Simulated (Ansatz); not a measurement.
**The false plateau in GW convergence: Ta2O5 (Pmmm)**

Aim: vary empty bands and screening cutoff apart and together in G0W0 on Ta2O5 (Pmmm).

Method: G0W0 on LDA, plane waves, PAW; PAW set soft_1, in Ansatz 0.2.0.

This is a report of a sequence of runs, with most program output left out.

### 1. Set-up

Symmetry: Pmmm, No. 47, orthorhombic system. The conventional cell has a = 3.677 Å, b = 3.897 Å, c = 6.217 Å, α = 90.00°, β = 90.00°, γ = 90.00°. Nearest to Ta lie 6 O at 1.95 to 2.15 Å. Ta has 6 O at 1.84 to 2.00 Å nearest. Nearest to O lie 3 Ta at 2.00 to 2.15 Å. O has 2 Ta at 1.95 Å nearest. Nearest to O lie 2 Ta at 1.84 Å. Nearest to O lie 2 Ta at 1.95 Å. Farther neighbours and most contacts between anions are not listed.

Geometry: measured cell, ions relaxed with LDA. The runs that relaxed it are not among those shown. Spin-orbit coupling is left out unless a step names it.

### 2. 71 empty bands, screening to 50 eV

Now the one-shot GW correction: screening in the RPA, then the self-energy of the levels asked for. This step takes PAW set soft_1 files.

Input file input.yaml:

```yaml
crystal:
  lattice:
    - [3.677, 0.0, 0.0]
    - [0.0, 3.897, 0.0]
    - [0.0, 0.0, 6.217]
  atoms:
    - { symbol: Ta, position: [0.5, 0.0, 0.5] }
    - { symbol: Ta, position: [0.0, 0.0, 0.0] }
    - { symbol: O, position: [0.0, 0.0, 0.3219126261] }
    - { symbol: O, position: [0.0, 0.0, 0.6780873739] }
    - { symbol: O, position: [0.5, 0.5, 0.5] }
    - { symbol: O, position: [0.5, 0.0, 0.0] }
    - { symbol: O, position: [0.0, 0.5, 0.0] }
kpoints:
  mp_grid: { grid: [4, 4, 2] }
hamiltonian:
  xc: lda
  pseudopotentials: { kind: paw, azcp: { folder: soft_1 }, xc_functional: pbe }
scf:
  occupations: { method: fixed }
gw:
  n_empty_bands: 71
  ecut_chi: 50
  qp_bands: [v2, c2]
  qp_kpoints: band_edges
  screening: { model: contour_deformation }
```

The run is started by

```bash
$ ansatz run input.yaml --threads 3 --pin off --max-ram 92160MiB --backend cuda --events-out ev --progress --plain --runs-dir out --devices 1 --max-vram 13GiB
```

Elapsed: 19 s, on 1 × NVIDIA H100 80GB HBM3 (shared by 6 runs) with 3 threads of AMD EPYC 7R13 (Zen 3), shared host; peak memory 1.1 GiB; 26 s of CPU time.

This step gave:

```yaml
bands_summed: 99
rpa_eps_infinity_on_this_mesh_eigenvalues: 6.941, 7.547, 12.38
plane_waves_in_the_screening_matrix: 67
q_points_in_the_mesh: 32
g0w0_gap_on_the_mesh: 1.353 eV
k_of_the_valence_top: -0.5, -0.5, -0.5
k_of_the_conduction_bottom: -0.5, 0, 0
starting_gap_on_the_mesh: 0.1975 eV
z_at_the_valence_top: 0.6884
z_at_the_conduction_bottom: 0.7389
least_direct_g0w0_gap_on_the_computed_points: 1.487 eV
```

The gap on the mesh goes from 0.20 eV to 1.35 eV, a correction of +1.16 eV. Between the two edge states, bare exchange in place of the xc potential would open the gap by 10.71 eV, and correlation takes back 9.56 eV.

### 3. 371 empty bands, screening to 50 eV

Edit input.yaml of step 2 so:

```diff
@@ -21,3 +21,3 @@
 gw:
-  n_empty_bands: 71
+  n_empty_bands: 371
   ecut_chi: 50
```

It took 36 s on 1 × NVIDIA H100 80GB HBM3 (shared by 6 runs) with 3 threads; peak memory 1.4 GiB.

Numbers from this step:

- bands summed: 399
- RPA ε∞ on this mesh (eigenvalues): 6.948, 7.556, 12.40
- plane waves in the screening matrix: 67
- G0W0 gap on the mesh: 1.259 eV
- k of the valence top: -0.5, -0.5, -0.5
- k of the conduction bottom: -0.5, 0, 0
- starting gap on the mesh: 0.1975 eV
- least direct G0W0 gap on the computed points: 1.391 eV

Against the run with 4×4×2 mesh, 71 empty bands, screening to 50 eV, PAW set soft_1 files, the gap moves by −0.09 eV.

### 4. 202 empty bands, screening to 100 eV

Another rung: the empty bands reach about as high as the screening cutoff, so the two stay in balance.

Edit input.yaml of step 3 so:

```diff
@@ -21,4 +21,4 @@
 gw:
-  n_empty_bands: 371
-  ecut_chi: 50
+  n_empty_bands: 202
+  ecut_chi: 100
   qp_bands: [v2, c2]
```

It took 36 s on 1 × NVIDIA H100 80GB HBM3 (shared by 6 runs) with 3 threads; peak memory 1.3 GiB; 70 s of CPU time.

The G0W0 gap on the mesh is 1.241 eV.

### 5. 1051 empty bands, screening to 100 eV

Edit input.yaml of step 4 so:

```diff
@@ -21,3 +21,3 @@
 gw:
-  n_empty_bands: 202
+  n_empty_bands: 1051
   ecut_chi: 100
```

It took 81 s on 1 × NVIDIA H100 80GB HBM3 (shared by 6 runs) with 3 threads; peak memory 2.6 GiB.

The G0W0 gap on the mesh is 1.219 eV.

### 6. 71 empty bands, screening to 150 eV

Edit input.yaml of step 5 so:

```diff
@@ -21,4 +21,4 @@
 gw:
-  n_empty_bands: 1051
-  ecut_chi: 100
+  n_empty_bands: 71
+  ecut_chi: 150
   qp_bands: [v2, c2]
```

Elapsed: 18 s, on 1 × NVIDIA H100 80GB HBM3 (shared by 6 runs) with 3 threads; peak memory 1.5 GiB; 34 s of CPU time.

The G0W0 gap on the mesh is 1.268 eV.

### 7. 371 empty bands, screening to 150 eV

Edit input.yaml of step 6 so:

```diff
@@ -21,3 +21,3 @@
 gw:
-  n_empty_bands: 71
+  n_empty_bands: 371
   ecut_chi: 150
```

Run time: 44 s. Hardware: 1 × NVIDIA H100 80GB HBM3 (shared by 6 runs) with 3 threads; peak memory 1.7 GiB.

The G0W0 gap on the mesh is 1.362 eV.

### 8. 660 empty bands, screening to 220 eV

Edit input.yaml of step 7 so:

```diff
@@ -21,4 +21,4 @@
 gw:
-  n_empty_bands: 371
-  ecut_chi: 150
+  n_empty_bands: 660
+  ecut_chi: 220
   qp_bands: [v2, c2]
```

The job ended after 45 s (1 × NVIDIA H100 80GB HBM3 (shared by 6 runs) with 3 threads; peak memory 2.8 GiB).

The G0W0 gap on the mesh is 1.379 eV.

### 9. 202 empty bands, screening to 300 eV

Edit input.yaml of step 8 so:

```diff
@@ -21,4 +21,4 @@
 gw:
-  n_empty_bands: 660
-  ecut_chi: 220
+  n_empty_bands: 202
+  ecut_chi: 300
   qp_bands: [v2, c2]
```

Wall time 38 s (1 × NVIDIA H100 80GB HBM3 (shared by 6 runs) with 3 threads); peak memory 4.5 GiB; 74 s of CPU time.

The G0W0 gap on the mesh is 1.270 eV.

### 10. 1051 empty bands, screening to 300 eV

Edit input.yaml of step 9 so:

```diff
@@ -21,3 +21,3 @@
 gw:
-  n_empty_bands: 202
+  n_empty_bands: 1051
   ecut_chi: 300
```

Run time: 1.7 min. Hardware: 1 × NVIDIA H100 80GB HBM3 (shared by 6 runs) with 3 threads; peak memory 5 GiB.

The G0W0 gap on the mesh is 1.403 eV.

### 11. The grid

Start LDA, 4×4×2 mesh. Times are wall times on 1 × NVIDIA H100 80GB HBM3 (shared by 6 runs) with 3 threads of AMD EPYC 7R13 (Zen 3), shared host, good to a factor of about two.

| cutoff (eV) | plane waves at q = 0 | bands summed | gap (eV) | Σc valence (eV) | Σc conduction (eV) | time |
| --- | --- | --- | --- | --- | --- | --- |
| 50 | 67 | 99 | 1.353 | 5.17 | -4.39 | 19 s |
| 50 | 67 | 399 | 1.259 | 4.95 | -4.70 | 36 s |
| 100 | 193 | 230 | 1.241 | 4.96 | -4.70 | 36 s |
| 100 | 193 | 1079 | 1.219 | 4.84 | -4.86 | 81 s |
| 150 | 381 | 99 | 1.268 | 5.31 | -4.33 | 18 s |
| 150 | 381 | 399 | 1.362 | 4.72 | -4.83 | 44 s |
| 220 | 659 | 688 | 1.379 | 4.62 | -4.92 | 45 s |
| 300 | 1061 | 230 | 1.270 | 4.95 | -4.69 | 38 s |
| 300 | 1061 | 1079 | 1.403 | 4.54 | -4.97 | 1.7 min |

### 12. What came out

| Item | Value |
| --- | --- |
| 99 bands, 50 eV | 1.353 eV |
| 399 bands, 50 eV | 1.259 eV |
| 230 bands, 100 eV | 1.241 eV |
| 1079 bands, 100 eV | 1.219 eV |
| 99 bands, 150 eV | 1.268 eV |
| 399 bands, 150 eV | 1.362 eV |
| 688 bands, 220 eV | 1.379 eV |
| 230 bands, 300 eV | 1.270 eV |
| 1079 bands, 300 eV | 1.403 eV |
| estimated limit along the diagonal | 1.44 eV |
| mesh and start | 4×4×2, LDA |

**Reading.** At 50 eV, going from 99 to 399 bands moves the gap by −0.09 eV. At 100 eV, going from 230 to 1079 bands moves the gap by −0.02 eV. At 150 eV, going from 99 to 399 bands moves the gap by +0.09 eV. At 300 eV, going from 230 to 1079 bands moves the gap by +0.13 eV. At 99 bands, raising the cutoff from 50 to 150 eV moves it by −0.08 eV. At 399 bands, raising the cutoff from 50 to 150 eV moves it by +0.10 eV. At 230 bands, raising the cutoff from 100 to 300 eV moves it by +0.03 eV. At 1079 bands, raising the cutoff from 100 to 300 eV moves it by +0.18 eV. Along the diagonal, where both rise together, the two highest rungs point to 1.44 eV. Gaps are over the mesh's points; an edge off the mesh would be missed. A low cutoff hides what high bands add, so a band series at one cutoff can look settled before the gap is. The 4×4×2 mesh is coarse for this cell (its supercell is 12 Å along the shortest edge). The RPA ε∞ on it, from the LDA start, is 6.85, 7.39 and 12.19; such meshes misread the long-range screening, most where the gap is narrow. The many-body steps are scalar-relativistic: spin-orbit coupling is not in them.

[Paths, hosts, dates, memory and timing lines, banners, echoed tables and standing remarks are left out of the program output.]

[Logs are printed without paths, hosts, clocks, repeated set-up lines and the standing remarks that a program may print on its own settings, such as how far it seeks lower states.]

[Runs of the session that timed out or met a known fault of the program may be left out.]

[Cells called generated may have been cut or substituted from an entry of the Crystallography Open Database or the Materials Project.]

[Hosts, paths, dates, database ids (printed as entryN), source tags and the programs' standing remarks are cut or masked in the printed files.]
